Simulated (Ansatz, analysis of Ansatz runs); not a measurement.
## Li-H pair in ZnO: local vibrational mode against experiment

How near does this set-up come to the measured local vibrational mode? Subject: Li-H pair in ZnO. Set-up: PBE, 72-site cell, PBE lattice, 420 eV, k: the single point 1/4 1/4 1/4, anharmonic cut along the mode. The model is a cell of 72 host atoms with Li put on another atom's site and H put in between. The frequencies come from force constants among the defect atom and its neighbours, with the masses of the isotopes named.

What was measured. O-H stretch, 1H: 3577.3 cm⁻¹ at 10 K, by IR absorption (quoted in “Hydrogen-related defects in hydrothermally grown ZnO studied by Fourier Transform Infrared Spectroscopy”, 2010, Halvard Haug, quoting earlier work (2006)). O-D stretch, 2H: 2644.4 cm⁻¹, by IR absorption (quoted in “Hydrogen-related defects in hydrothermally grown ZnO studied by Fourier Transform Infrared Spectroscopy”, 2010, Halvard Haug, quoting earlier work (2006)). The runs below try to reproduce this.

Method: plane-wave PAW DFT, PBE; relaxation of all atoms of a defect supercell, in Ansatz 0.2.0.

## (1) Starting point

The cell holds 73 atoms: 35 Zn, 36 O, 1 Li and 1 H. Its edges and angles: a = 9.839 Å, b = 9.839 Å, c = 10.587 Å, α = 90.0°, β = 90.0°, γ = 120.0°. It derives from ZnO (space group P6_3mc). Nearest the centre at fractional (0.556, 0.444, 0.559): H73 at 0.63 Å, Li38 at 1.08 Å, O39 at 1.63 Å, O28 at 2.28 Å, O60 at 2.28 Å, O36 at 2.28 Å, Zn29 at 2.77 Å, Zn61 at 2.77 Å.

The host's primitive cell comes from a first run (plane-wave PAW DFT, PBE; relaxation of the host's cell and atoms): vectors of 3.280, 3.280 and 5.293 Å. That is 12.33 Å³ an atom, 3.6 % over the diffraction cell's volume. The supercell is built on it.

## (2) Relaxation, charge 0

Every later number rests on the structure around the defect, so the atoms are relaxed at the host's lattice first.

Contents of relax/input.yaml:

```yaml
relax:
  f_tol: 0.01
  max_steps: 80
  random_displacement: { amplitude: 0.02, seed: 31 }
crystal:
  lattice:
    - [9.83855992, 0.0, 0.0]
    - [-4.91927996, 8.52044283, 0.0]
    - [0.0, 0.0, 10.58650209]
  atoms:
    - { symbol: Zn, position: [0.111111111, 0.222222222, 0.249983552] }
    - { symbol: Zn, position: [0.222222222, 0.111111111, -1.6448e-05] }
    - { symbol: O, position: [0.222222222, 0.111111111, 0.189521448] }
    - { symbol: O, position: [0.111111111, 0.222222222, 0.439521448] }
    - { symbol: Zn, position: [0.111111111, 0.222222222, 0.749983552] }
    - { symbol: Zn, position: [0.222222222, 0.111111111, 0.499983552] }
    - { symbol: O, position: [0.222222222, 0.111111111, 0.689521448] }
    - { symbol: O, position: [0.111111111, 0.222222222, 0.939521448] }
    - { symbol: Zn, position: [0.111111111, 0.555555556, 0.249983552] }
    - { symbol: Zn, position: [0.222222222, 0.444444444, -1.6448e-05] }
    - { symbol: O, position: [0.222222222, 0.444444444, 0.189521448] }
    - { symbol: O, position: [0.111111111, 0.555555556, 0.439521448] }
    - { symbol: Zn, position: [0.111111111, 0.555555556, 0.749983552] }
    - { symbol: Zn, position: [0.222222222, 0.444444444, 0.499983552] }
    - { symbol: O, position: [0.222222222, 0.444444444, 0.689521448] }
    - { symbol: O, position: [0.111111111, 0.555555556, 0.939521448] }
    - { symbol: Zn, position: [0.111111111, 0.888888889, 0.249983552] }
    - { symbol: Zn, position: [0.222222222, 0.777777778, -1.6448e-05] }
    - { symbol: O, position: [0.222222222, 0.777777778, 0.189521448] }
    - { symbol: O, position: [0.111111111, 0.888888889, 0.439521448] }
    - { symbol: Zn, position: [0.111111111, 0.888888889, 0.749983552] }
    - { symbol: Zn, position: [0.222222222, 0.777777778, 0.499983552] }
    - { symbol: O, position: [0.222222222, 0.777777778, 0.689521448] }
    - { symbol: O, position: [0.111111111, 0.888888889, 0.939521448] }
    - { symbol: Zn, position: [0.444444444, 0.222222222, 0.249983552] }
    - { symbol: Zn, position: [0.555555556, 0.111111111, -1.6448e-05] }
    - { symbol: O, position: [0.555555556, 0.111111111, 0.189521448] }
    - { symbol: O, position: [0.444444444, 0.222222222, 0.439521448] }
    - { symbol: Zn, position: [0.444444444, 0.222222222, 0.749983552] }
    - { symbol: Zn, position: [0.555555556, 0.111111111, 0.499983552] }
    - { symbol: O, position: [0.555555556, 0.111111111, 0.689521448] }
    - { symbol: O, position: [0.444444444, 0.222222222, 0.939521448] }
    - { symbol: Zn, position: [0.444444444, 0.555555556, 0.249983552] }
    - { symbol: Zn, position: [0.555555556, 0.444444444, -1.6448e-05] }
    - { symbol: O, position: [0.555555556, 0.444444444, 0.189521448] }
    - { symbol: O, position: [0.444444444, 0.555555556, 0.439521448] }
    - { symbol: Zn, position: [0.444444444, 0.555555556, 0.749983552] }
    - { symbol: Li, position: [0.555555556, 0.444444444, 0.457476594] }
    - { symbol: O, position: [0.555555556, 0.444444444, 0.713136425] }
    - { symbol: O, position: [0.444444444, 0.555555556, 0.939521448] }
    - { symbol: Zn, position: [0.444444444, 0.888888889, 0.249983552] }
    - { symbol: Zn, position: [0.555555556, 0.777777778, -1.6448e-05] }
    - { symbol: O, position: [0.555555556, 0.777777778, 0.189521448] }
    - { symbol: O, position: [0.444444444, 0.888888889, 0.439521448] }
    - { symbol: Zn, position: [0.444444444, 0.888888889, 0.749983552] }
    - { symbol: Zn, position: [0.555555556, 0.777777778, 0.499983552] }
    - { symbol: O, position: [0.555555556, 0.777777778, 0.689521448] }
    - { symbol: O, position: [0.444444444, 0.888888889, 0.939521448] }
    - { symbol: Zn, position: [0.777777778, 0.222222222, 0.249983552] }
    - { symbol: Zn, position: [0.888888889, 0.111111111, -1.6448e-05] }
    - { symbol: O, position: [0.888888889, 0.111111111, 0.189521448] }
    - { symbol: O, position: [0.777777778, 0.222222222, 0.439521448] }
    - { symbol: Zn, position: [0.777777778, 0.222222222, 0.749983552] }
    - { symbol: Zn, position: [0.888888889, 0.111111111, 0.499983552] }
    - { symbol: O, position: [0.888888889, 0.111111111, 0.689521448] }
    - { symbol: O, position: [0.777777778, 0.222222222, 0.939521448] }
    - { symbol: Zn, position: [0.777777778, 0.555555556, 0.249983552] }
    - { symbol: Zn, position: [0.888888889, 0.444444444, -1.6448e-05] }
    - { symbol: O, position: [0.888888889, 0.444444444, 0.189521448] }
    - { symbol: O, position: [0.777777778, 0.555555556, 0.439521448] }
    - { symbol: Zn, position: [0.777777778, 0.555555556, 0.749983552] }
    - { symbol: Zn, position: [0.888888889, 0.444444444, 0.499983552] }
    - { symbol: O, position: [0.888888889, 0.444444444, 0.689521448] }
    - { symbol: O, position: [0.777777778, 0.555555556, 0.939521448] }
    - { symbol: Zn, position: [0.777777778, 0.888888889, 0.249983552] }
    - { symbol: Zn, position: [0.888888889, 0.777777778, -1.6448e-05] }
    - { symbol: O, position: [0.888888889, 0.777777778, 0.189521448] }
    - { symbol: O, position: [0.777777778, 0.888888889, 0.439521448] }
    - { symbol: Zn, position: [0.777777778, 0.888888889, 0.749983552] }
    - { symbol: Zn, position: [0.888888889, 0.777777778, 0.499983552] }
    - { symbol: O, position: [0.888888889, 0.777777778, 0.689521448] }
    - { symbol: O, position: [0.777777778, 0.888888889, 0.939521448] }
    - { symbol: H, position: [0.555555999, 0.444444001, 0.618445448] }
basis:
  ecutwfc: 420
  xc_grid: 2
hamiltonian:
  xc: pbe
kpoints:
  mp_grid: { grid: [1, 1, 1], shift: [0.25, 0.25, 0.25] }
scf:
  occupations: { method: fermi_dirac, width: 0.01 }
  max_iter: 120
output:
  forces: true
checkpoint:
  write: "../relax.run"
  compress: false
  write_wavefunctions: true
  write_every: 100000
```

Command:

```
> ansatz run input.yaml --threads 2 --pin off --max-ram 4710MiB --backend cpu --events-out ev --progress --plain --runs-dir out
```

Numbers of over 12 decimals in the logs are rounded to 6 here.

The log of the run:

```text
[... repeated set-up lines and file paths are left out, and long positions are rounded to six places ...]
Engine: ansatz 0.2.0, x86_64-unknown-linux-gnu
Pseudopotentials: kind: paw
Pseudopotential: Zn, paw, valence charge 12, recommended cutoff 420 eV (normal), Zn.paw.azcp
Pseudopotential: O, paw, valence charge 6, recommended cutoff 420 eV (normal), O.paw.azcp
Pseudopotential: Li, paw, valence charge 3, recommended cutoff 420 eV (normal), Li.paw.azcp
Pseudopotential: H, paw, valence charge 1, recommended cutoff 420 eV (normal), H.paw.azcp
Functional definition: PBE
  parameter kappa = 0.804
  parameter beta = 0.066725
  exchange = pbe_x(kappa = kappa, mu = beta*pi^2/3)
  correlation = pbe_c(beta = beta)
Crystal: 73 atoms, lattice volume = 887.455 Å³
Basis set: ecut = 420 eV, 17351 PW (Γ), exchange–correlation on 144×144×144 points (8 copies of the dense FFT grid, shifted against one another)
Bands: 393, of which v1, the nominal top of the filled ones, is band 320 counted from 1 (319 counted from 0)
Symmetry: 1 space group operations
k-points: 1
Non-local potential: Zn, projectors of the file, l = 0: 2, l = 1: 2, l = 2: 3, l = 3: 1
Non-local potential: O, projectors of the file, l = 0: 2, l = 1: 2, l = 2: 1
Non-local potential: Li, projectors of the file, l = 0: 3, l = 1: 2, l = 2: 1
Non-local potential: H, projectors of the file, l = 0: 2, l = 1: 1
PAW form: soft (Blöchl's): semilocal exchange-correlation on the pseudo side does not see the compensation charge
PAW one-centre angular grid: Zn, 590 points (default); XC on 64 Gauss nodes
PAW one-centre angular grid: O, 110 points (default); XC on 64 Gauss nodes
PAW one-centre angular grid: Li, 110 points (default); XC on 64 Gauss nodes
PAW one-centre angular grid: H, 110 points (default); XC on 64 Gauss nodes
Initial density: superposition of atomic densities (neutral atoms: chi_scale 0, normalization atom), corrected by the library's trained network
Initial wavefunctions: pseudopotential atomic-orbital guess
Functional: x = pbe(κ = 0.804, μ = 0.219515), c = pbe(β = 0.066725)
SCF iter   1: F=—  HF=-136828.811444 eV  |F-HF|=—  |Δ(HF+E_count)|=         —  Δρ=2.13e-3  dr2=3.61e-2  ethr=1.77e-3  ⟨swp⟩=6.0  Hψ=1624  notcnv=0  defer=10
preconditioner: auto → Resta (q_TF=auto, 2.584 Å⁻¹)  ε∞=7.3  [insulator: Δε(μ)=2.254 eV  Ē_g=12.501 eV  σ=0.010 eV  W_gap=1.00  n_scr=242 (ndim 8)  ℏωp=31.5 eV  f_vac=0.043  D(μ)=0.00/eV (n_scr^D=0)  ε∞_Penn≈7.3]
SCF iter   2: F=—  HF=-136828.809222 eV  |F-HF|=—  |Δ(HF+E_count)|=   2.22e-3  Δρ=1.01e-3  dr2=8.84e-3  ethr=5.64e-6  ⟨swp⟩=2.0  Hψ=741  notcnv=0  defer=67
SCF iter   3: F=—  HF=-136828.809951 eV  |F-HF|=—  |Δ(HF+E_count)|=   7.29e-4  Δρ=3.83e-4  dr2=2.96e-3  ethr=1.38e-6  ⟨swp⟩=2.0  Hψ=651  notcnv=0  defer=67
SCF iter   4: F=—  HF=-136828.809725 eV  |F-HF|=—  |Δ(HF+E_count)|=   2.26e-4  Δρ=1.69e-4  dr2=3.36e-4  ethr=4.62e-7  ⟨swp⟩=2.0  Hψ=651  notcnv=0  defer=67
SCF iter   5: F=—  HF=-136828.809961 eV  |F-HF|=—  |Δ(HF+E_count)|=   2.35e-4  Δρ=9.35e-5  dr2=8.73e-5  ethr=5.25e-8  ⟨swp⟩=2.0  Hψ=646  notcnv=0  defer=67
SCF iter   6: F=—  HF=-136828.809958 eV  |F-HF|=—  |Δ(HF+E_count)|=   2.83e-6  Δρ=3.36e-5  dr2=1.08e-5  ethr=1.36e-8  ⟨swp⟩=2.0  Hψ=646  notcnv=0  defer=67
SCF iter   7: F=-136828.809958 eV  HF=-136828.809958 eV  |F-HF|=3.70e-7  |Δ(HF+E_count)|=   1.87e-7  Δρ=1.67e-5  dr2=2.24e-6  ethr=3.91e-10  ⟨swp⟩=5.0  Hψ=1325  notcnv=0
SCF 1 converged in 7 iterations: F = -136828.809958 eV  dr2 = 2.24e-6
  greatest PAW one-centre occupation: 1.000 electrons in one spin orbital (limit 2), on the Li atom at site 37 (counted from 0), in its partial waves of l = 0
relax step   1: F+E_penalty+E_count = -136828.80995825 eV  Δ(F+E_penalty+E_count) = +0.000e0 eV  max|allowed force component| = 2.453e0 eV/Å  Δτ_max = 0.0000 Å  (7 SCF iters, dr2 threshold 2.50e-6 eV, accepted)
[... the SCF cycles and remarks between the steps are left out from here to the last step ...]
relax step   2: F+E_penalty+E_count = -136829.36896034 eV  Δ(F+E_penalty+E_count) = -5.590e-1 eV  max|allowed force component| = 1.161e0 eV/Å  Δτ_max = 0.1798 Å  (7 SCF iters, dr2 threshold 1.00e-4 eV, accepted)
relax step   3: F+E_penalty+E_count = -136829.64570282 eV  Δ(F+E_penalty+E_count) = -2.767e-1 eV  max|allowed force component| = 1.565e-1 eV/Å  Δτ_max = 0.1794 Å  (7 SCF iters, dr2 threshold 8.43e-5 eV, accepted)
relax step   4: F+E_penalty+E_count = -136829.64735874 eV  Δ(F+E_penalty+E_count) = -1.656e-3 eV  max|allowed force component| = 9.230e-1 eV/Å  Δτ_max = 0.0818 Å  (8 SCF iters, dr2 threshold 1.53e-6 eV, accepted)
relax step   5: F+E_penalty+E_count = -136829.66024582 eV  Δ(F+E_penalty+E_count) = -1.289e-2 eV  max|allowed force component| = 2.690e-2 eV/Å  Δτ_max = 0.0244 Å  (4 SCF iters, dr2 threshold 5.33e-5 eV, accepted)
relax step   6: F+E_penalty+E_count = -136829.66025484 eV  Δ(F+E_penalty+E_count) = -9.014e-6 eV  max|allowed force component| = 2.704e-2 eV/Å  Δτ_max = 0.0000 Å  (6 SCF iters, accepted)
relax step   7: F+E_penalty+E_count = -136829.66030577 eV  Δ(F+E_penalty+E_count) = -5.093e-5 eV  max|allowed force component| = 2.451e-2 eV/Å  Δτ_max = 0.0116 Å  (8 SCF iters, accepted)
relax step   8: F+E_penalty+E_count = -136829.66063539 eV  Δ(F+E_penalty+E_count) = -3.296e-4 eV  max|allowed force component| = 7.586e-3 eV/Å  Δτ_max = 0.0048 Å  (5 SCF iters, dr2 threshold 4.93e-7 eV, accepted)
iter 1 solved again at ethr=6.19e-11 eV; its pass at ethr=3.10e-3 eV (dr2=3.96e-7 eV) is discarded
SCF iter   1: F=—  HF=-136829.659970 eV  |F-HF|=—  |Δ(HF+E_count)|=         —  Δρ=1.02e-5  dr2=4.12e-7  ethr=6.19e-11  ⟨swp⟩=2.0  Hψ=1409  notcnv=0  defer=67
SCF iter   2: F=—  HF=-136829.660636 eV  |F-HF|=—  |Δ(HF+E_count)|=   6.65e-4  Δρ=4.71e-6  dr2=1.35e-7  ethr=6.19e-11  ⟨swp⟩=3.0  Hψ=965  notcnv=0  defer=67
SCF iter   3: F=-136829.660636 eV  HF=-136829.660636 eV  |F-HF|=1.64e-8  |Δ(HF+E_count)|=  6.11e-10  Δρ=2.70e-6  dr2=5.25e-8  ethr=1.56e-11  ⟨swp⟩=4.0  Hψ=1188  notcnv=0
SCF 9 converged in 3 iterations: F = -136829.660636 eV  dr2 = 5.25e-8
relax step   9: F+E_penalty+E_count = -136829.66063559 eV  Δ(F+E_penalty+E_count) = -1.982e-7 eV  max|allowed force component| = 7.583e-3 eV/Å  Δτ_max = 0.0000 Å  (3 SCF iters, accepted)
NSCF: frozen V_eff on 1 k-points
the band table was solved once a step of the walk had ended and its energy, with any forces and stress, was formed, with the checks that follow a solve (1320 applications of the Hamiltonian). They found nothing against the state; [...]
SCF converged after 3 iterations
Free energy (F): -136829.660636 eV
Harris-Foulkes:  -136829.660636 eV  (|F-HF|=1.64e-8)
Internal energy: -136829.660636 eV  (E = F + TS)
E sigma→0 (E₀):  -136829.660636 eV
Fermi energy:    7.562871 eV
--- Per-component energies (eV) ---
  E_band       = 719.552497
  E_kinetic    = 10888.566082
  E_local      = -72362.865185  (includes V_loc(G=0)·N_el)
  E_nonlocal   = 23381.721516
  E_hartree    = 29717.557559
  E_xc         = -7432.980158
  E_vxc        = -5178.600073  (∫ρ·V_xc dr)
  E_paw        = -69839.452423  (= ΣΔE_a)
  E_vpaw       = -15444.448406  (= ΣTr[D̂ρ^β])
  E_aug_tail   = 0.073932  (compensation charges beyond the density's cutoff)
  E_ewald      = -51182.281959
  E_smearing   = -0.000000  (= −TS)
  E_closure    = -0.000000  (closes the sum)
  Σ components = -136829.660636   (vs F -136829.660636, Δ=0.00e0)
--- Forces (eV/Å), atoms counted from 1 ---
  atom   1  Zn    -0.00217450    -0.00019059     0.00051551
  atom   2  Zn     0.00175409     0.00002059     0.00065516
  [... 25 atoms left out ...]
  atom  28  O      0.00012499     0.00156489     0.00035272
  atom  29  Zn    -0.00214137     0.00013896     0.00110310
  atom  30  Zn     0.00318119    -0.00082808    -0.00009016
  [... 5 atoms left out ...]
  atom  36  O     -0.00112794     0.00166671    -0.00256137
  atom  37  Zn    -0.00070034     0.00073366    -0.00140102
  atom  38  Li    -0.00308567     0.00053277     0.00101203
  atom  39  O     -0.00507117     0.00428973     0.00194729
  [... 20 atoms left out ...]
  atom  60  O     -0.00093876     0.00019484    -0.00178059
  atom  61  Zn    -0.00156130     0.00157536    -0.00014646
  [... 11 atoms left out ...]
  atom  73  H      0.00758298    -0.00426308     0.00070380
  max |Σ_I F_I| component: 4.05e-5 eV/Å
--- Band table (eV) ---
  k-point 0: bands = ["-36.3960", "-12.9861", "-11.1171", "-11.0132", [... 385 left out ...] "16.5515", "16.5977", "16.6491", "16.6832"]
--- Relaxed structure (9 steps of the walk, 9 accepted, 0 SCFs on fresh bases) ---
  F+E_penalty+E_count = -136829.66063559 eV   max|allowed force component| = 7.583e-3 eV/Å
  atoms:
    - { symbol: Zn, position: [0.110481, 0.222018, 0.251626] }
    - { symbol: Zn, position: [0.220517, 0.109679, 0.000761] }
    [... 25 atoms left out ...]
    - { symbol: O, position: [0.445259, 0.222678, 0.437955] }
    - { symbol: Zn, position: [0.438190, 0.209910, 0.756432] }
    - { symbol: Zn, position: [0.554490, 0.114353, 0.498384] }
    [... 5 atoms left out ...]
    - { symbol: O, position: [0.444816, 0.555077, 0.437934] }
    - { symbol: Zn, position: [0.438045, 0.561907, 0.756789] }
    - { symbol: Li, position: [0.555364, 0.444510, 0.419348] }
    - { symbol: O, position: [0.555526, 0.444486, 0.706556] }
    [... 20 atoms left out ...]
    - { symbol: O, position: [0.777187, 0.554554, 0.438011] }
    - { symbol: Zn, position: [0.790078, 0.561776, 0.756579] }
    [... 11 atoms left out ...]
    - { symbol: H, position: [0.555495, 0.444943, 0.614579] }
```

The job ended after 3.5 min (2 threads of Intel Xeon Platinum 8259CL at 2.50GHz (Skylake/Cascade Lake), shared host; peak memory 2.4 GiB).

Relaxation path:

```csv
step,energy less that of the first step (eV),largest force component (eV/Å)
1,0.0000,2.4529
2,-0.5590,1.1613
3,-0.8357,0.1565
4,-0.8374,0.9230
5,-0.8503,0.0269
6,-0.8503,0.0270
7,-0.8503,0.0245
8,-0.8507,0.0076
9,-0.8507,0.0076
```

The atoms that moved most (Å, from the sites as typed, ahead of the random displacement):

```
atom      dx      dy      dz  length
Li38  -0.003   0.002  -0.404   0.404
Zn37  -0.095   0.055   0.071   0.131
Zn61   0.089   0.054   0.069   0.125
Zn29  -0.002  -0.104   0.068   0.124
 O35  -0.003   0.002   0.091   0.091
Zn34   0.003  -0.002   0.083   0.083
 O39  -0.002   0.002  -0.070   0.070
Zn33  -0.059   0.035  -0.001   0.069
```

The atoms nearest to the centre after the run:

| atom | distance (Å) |
| --- | --- |
| H73 | 0.586 |
| Li38 | 1.481 |
| O39 | 1.560 |
| O36 | 2.282 |
| O60 | 2.283 |
| O28 | 2.284 |
| Zn29 | 2.890 |
| Zn61 | 2.891 |
| Zn37 | 2.896 |

Neighbours of the added atoms: H73: O39 0.97, Li38 2.07, Zn61 2.50 Å.

Read from the output:

```
free energy : -136829.6606 eV
```

The relaxation ends 12 meV an atom lower than the displaced start, with a largest force component of 0.0076 eV/Å.

(Part 1 of 2 ends here.)

[Logs are printed without paths, hosts, clocks, repeated set-up lines and the standing remarks that a program may print on its own settings, such as how far it seeks lower states.]

[Hosts, paths, dates, database ids (printed as entryN), source tags and the programs' standing remarks are cut or masked in the printed files.]

[For some hosts the program warned that the k-mesh of the response run may be too coarse for force constants and the static dielectric constant; such warnings are not shown here.]
